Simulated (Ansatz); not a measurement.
# CaSiS3 in R-3c, a phase reached by a soft mode: following an unstable mode, part 2 of 2

Wanted: the energy along a soft mode of CaSiS3 in R-3c, a phase reached by a soft mode and the structure at the end.

Ansatz 0.2.0; DFT LDA, scalar-relativistic, plane waves, PAW; PAW set soft_1.

So far. Step 5 (Energy along the mode, all amplitudes (two of the runs …): The lowest of the steps tried is at 0.22 Å, 2.86 meV/atom below the parent; the bottom of the well need not coincide with a step. Step 7 (The new phase in its own primitive cell): The largest force component left is 0.71 meV/Å and the pressure is 0.000 GPa, within the tolerances set. The cell now holds 18.04 Å³/atom.

The structure was built from a prototype and need not be the compound's stable phase.

## (8) Modes of the new phase

A relaxed structure may still be a saddle point, so its zone-centre modes are computed. The response to a homogeneous field gives the Born charges and the dielectric tensor.

input.yaml reads:

```yaml
crystal:
  lattice:
    - [5.2884233158, -3.258106083, -1.84423e-05]
    - [5.2884233158, 3.258106083, -1.84423e-05]
    - [-3.2456809322, 0.0, 5.2349080454]
  atoms:
    - { symbol: Ca, position: [0.7432396306, 0.2567603694, 0.5] }
    - { symbol: Ca, position: [0.2381086452, 0.7618913548, 0.0] }
    - { symbol: Si, position: [0.9796211346, 0.5134159635, 0.2429143862] }
    - { symbol: Si, position: [0.4865840365, 0.0203788654, 0.7570856138] }
    - { symbol: S, position: [0.1600868704, 0.8399131296, 0.5] }
    - { symbol: S, position: [0.8304768804, 0.1695231196, 0.0] }
    - { symbol: S, position: [0.7866293622, 0.6645035223, 0.9129369776] }
    - { symbol: S, position: [0.2819005833, 0.3417000408, 0.590548725] }
    - { symbol: S, position: [0.3354964777, 0.2133706378, 0.0870630224] }
    - { symbol: S, position: [0.6582999592, 0.7180994167, 0.409451275] }
kpoints:
  mp_grid: { grid: [6, 6, 6] }
hamiltonian:
  xc: lda
  pseudopotentials: { kind: paw, azcp: { folder: soft_1 }, xc_functional: pbe }
scf:
  occupations: { method: fixed }
output:
  eigenvalues: true
phonons:
  method: dfpt
  dielectric: true
  rigid_motions: translations
```

The run is started by

```sh
$ ansatz run input.yaml --threads 4 --pin off --max-ram 16384MiB --backend cpu --events-out ev --progress --plain --runs-dir out
```

It took 12 min on 4 threads of Arm Neoverse V1, shared host; peak memory 3.4 GiB.

This step gave:

```yaml
sum_rule_residual_before_enforcement: 1.41e-4 eV/Å²
miss_of_the_charge_sum_rule: 0.02947 e
estimated_error_of_the_dielectric_tensor: 0.05584
estimated_error_of_the_born_charges: 0.02747 e
point_group: 2
highest_optical_mode_at_the_zone_centre_no_lo_to_term: 406.2 cm⁻¹
lowest_optical_zone_centre_mode: -66.16 cm⁻¹
mean_high_frequency_dielectric_constant: 11.86
largest_born_charge_third_of_the_trace: 4.601 e
top_of_the_zone_centre_spectrum_with_the_field: 419.7 cm⁻¹
```

Patterns of degenerate modes are one choice out of their space. Modes at Γ, with each element's share of the kinetic energy (negative means imaginary):

```
mode  frequency (cm⁻¹)  symmetry  Ca %  Si %  S %
   1             -66.2         B    18     6   76
   2               0.0  acoustic    24    17   59
   3               0.0  acoustic    24    17   59
   4               0.0  acoustic    24    17   59
   5              66.5         B    64     2   34
   6              85.5         B    49    19   33
   7             106.8         B    23    17   60
   8             111.8         A     2    24   74
   9             123.0         B    38    36   26
  10             129.5         A    10     4   85
  11             139.5         A    25    40   36
  12             156.2         B    12    36   51
  13             167.4         B    67     0   33
  14             170.2         A    67     2   32
  15             179.0         B     7    11   82
  16             220.9         A     9    13   79
  17             226.7         B    16    16   68
  18             234.5         A     1     1   98
  19             265.1         B    29    10   61
  20             272.6         A    35    17   48
  21             282.0         A     2     6   92
  22             289.9         B     9    13   78
  23             323.8         A    20     2   77
  24             326.6         B    11    21   69
  25             333.3         B     4    18   79
  26             364.9         B     5     9   86
  27             365.9         A     0    60   40
  28             371.4         A     4    42   53
  29             406.0         A     1    72   28
  30             406.2         B     0    52   47
```

Optical modes at the zone centre, without and with the macroscopic field of the longitudinal modes; each column is sorted by frequency, so a row need not hold one and the same mode. Modes with and without the field, by row:

```
rank among optical modes  no field (cm⁻¹)  q along (1, 0, 0) (cm⁻¹)  q along (0, 1, 0) (cm⁻¹)  q along (0, 0, 1) (cm⁻¹)
                       1            -66.2                     -62.5                     -66.2                      26.2
                       2             66.5                      67.5                      66.5                        68
                       3             85.5                      98.8                      85.5                      93.9
                       4            106.8                     111.8                     106.8                     111.5
                       5            111.8                     120.1                       123                     111.8
                       6              123                     128.3                     128.3                     129.5
                       7            129.5                     129.5                     132.1                     137.7
                       8            139.5                     139.5                     156.2                     139.5
                       9            156.2                       165                     161.8                     160.6
                      10            167.4                     170.2                     167.4                     167.4
                      11            170.2                     175.4                     176.2                     170.2
                      12              179                     193.3                       179                     184.7
                      13            220.9                     220.9                     221.1                     220.9
                      14            226.7                     229.4                     226.7                       230
                      15            234.5                     234.5                     234.5                     234.5
                      16            265.1                     272.6                     265.1                     272.6
                      17            272.6                       282                     281.5                     277.4
                      18              282                     282.2                     289.9                       282
                      19            289.9                     316.2                     320.5                       315
                      20            323.8                     323.8                     326.6                     323.8
                      21            326.6                     331.3                     328.4                     326.9
                      22            333.3                     349.7                     333.3                     358.1
                      23            364.9                     364.9                     364.9                     365.9
                      24            365.9                     365.9                     371.4                     371.4
                      25            371.4                     371.4                     401.9                     376.6
                      26              406                       406                     406.2                       406
                      27            406.2                     406.4                     411.2                     419.7
```

Born charge (rows field, columns displacement) (e), principal values of the symmetric part by kind of site:

```
atom  atoms with these values    low  middle   high   mean
 Ca1                        1   2.43    2.47   2.72   2.54
 Ca2                        1   2.40    2.46   2.69   2.52
 Si3                        2   4.31    4.65   4.85   4.60
  S5                        1  -3.53   -2.36  -1.59  -2.49
  S6                        1  -3.07   -2.36  -1.85  -2.43
  S7                        2  -2.97   -2.26  -1.72  -2.32
  S8                        2  -3.06   -2.32  -1.67  -2.35
```

In full for S5:

```
-2.99  0.00 -0.90
 0.00 -2.36  0.00
-0.83  0.00 -2.12
```

High-frequency dielectric tensor:

```
13.54  0.00 -0.82
 0.00 10.90  0.00
-0.82  0.00 11.15
```

Transverse modes; imaginary modes are left out. Lines of the infrared spectrum (strongest = 100):

```
position (cm⁻¹)  lines merged  relative intensity
             66             1                 4.0
             86             1                  45
            107             1                  20
            112             1                  48
            123             1                  12
            130             1                 0.9
            140             1                  13
            156             1                  31
            167             1                 5.5
            170             1                 2.4
            179             1                  11
            221             1                 0.4
            227             1                  13
            234             1                 0.0
            265             1                 100
            273             1                  87
            282             1                 4.6
            290             1                  52
            324             1                 0.9
            327             1                 6.7
            333             1                  24
            365             1                 3.6
            366             1                  33
            371             1                 0.1
            406             2                  11
```

Before it was imposed, the acoustic sum rule was missed by 1.4e-4 eV/Å² and the charge sum rule by 0.029 e. Small misses are needed for a sound result but don't prove that mesh and cutoff are converged. The lowest optical mode is imaginary, 66.2i cm⁻¹, so the energy falls along it.

The log warns of the k mesh: “the force constants stand on the 6×6×6 k-mesh, whose period is 13.94 times the interband length at k = (0.0000, 0.0000, 0.0000), direct gap 0.995 eV, under 14: take them and everything formed from them as unconverged”.

## (9) The phases reached

The phases reached along the modes that were followed are set side by side.

Energies are those of the first relaxation, on the mesh of the frozen mode; space group, volume and gap are those of the last relaxation. Phases, by row:

```
         mode frozen in  space group  energy from parent (meV/atom)  volume (Å³/atom)  gap on mesh (eV)  lowest zone-centre optical mode (cm⁻¹)  largest shift (Å)
                 parent         R-3c                              0             17.89             0.537                                       –                  –
q = (0, 0, 0), 77i cm⁻¹           Cc                         -97.22             18.91             1.224                                   104.4              0.547
q = (0, 0, 0), 77i cm⁻¹           C2                          -3.86             18.04             0.793                                   -66.2              0.232
```

## (10) Summary of results

| Property | Result |
| --- | --- |
| unstable mode of the parent | q = (0, 0, 0), 77i cm⁻¹ |
| depth at the lowest point sampled | 2.86 meV/atom |
| largest atomic shift at that point | 0.22 Å |
| space group reached (within 0.01 Å) | C2 |
| energy gained over the parent (first relaxation, on the mesh of the frozen mode) | 3.86 meV/atom |
| volume per atom, phase reached | 18.0 Å³ |
| gap on the k-mesh, phase reached | 0.793 eV |
| lowest optical zone-centre mode, phase reached | -66.2 cm⁻¹ |
| highest optical mode at the zone centre (no LO-TO term), phase reached | 406 cm⁻¹ |

In words: Along this mode the structure falls into C2, 3.86 meV/atom below the parent. At the parent's cell the well is 2.864 meV/atom deep on the steps tried, with its lowest point at a shift of 0.22 Å. Relaxing atoms and cell changes the gain by +0.99 meV/atom against the lowest step (energies at zero smearing). The new phase still has an imaginary mode at the zone centre of its cell, so it is a saddle point on the way to a lower structure. Of the 2 patterns followed to their end from this parent, this one ends 93.4 meV/atom above the lowest, Cc. Each path keeps the symmetry of its pattern, so a lower phase may lie along a pattern not tried. With the field response the log warns that the k mesh is coarse for the force constants too, so the frequencies may not be converged. The PAW files were made for PBE and serve the other functionals too. The starting cell was built on a prototype and not taken from a measurement, so the phase need not exist.

[Logs are printed without paths, hosts, clocks, repeated set-up lines and the standing remarks that a program may print on its own settings, such as how far it seeks lower states.]

[Hosts, paths, dates, database ids (printed as entryN), source tags and the programs' standing remarks are cut or masked in the printed files.]
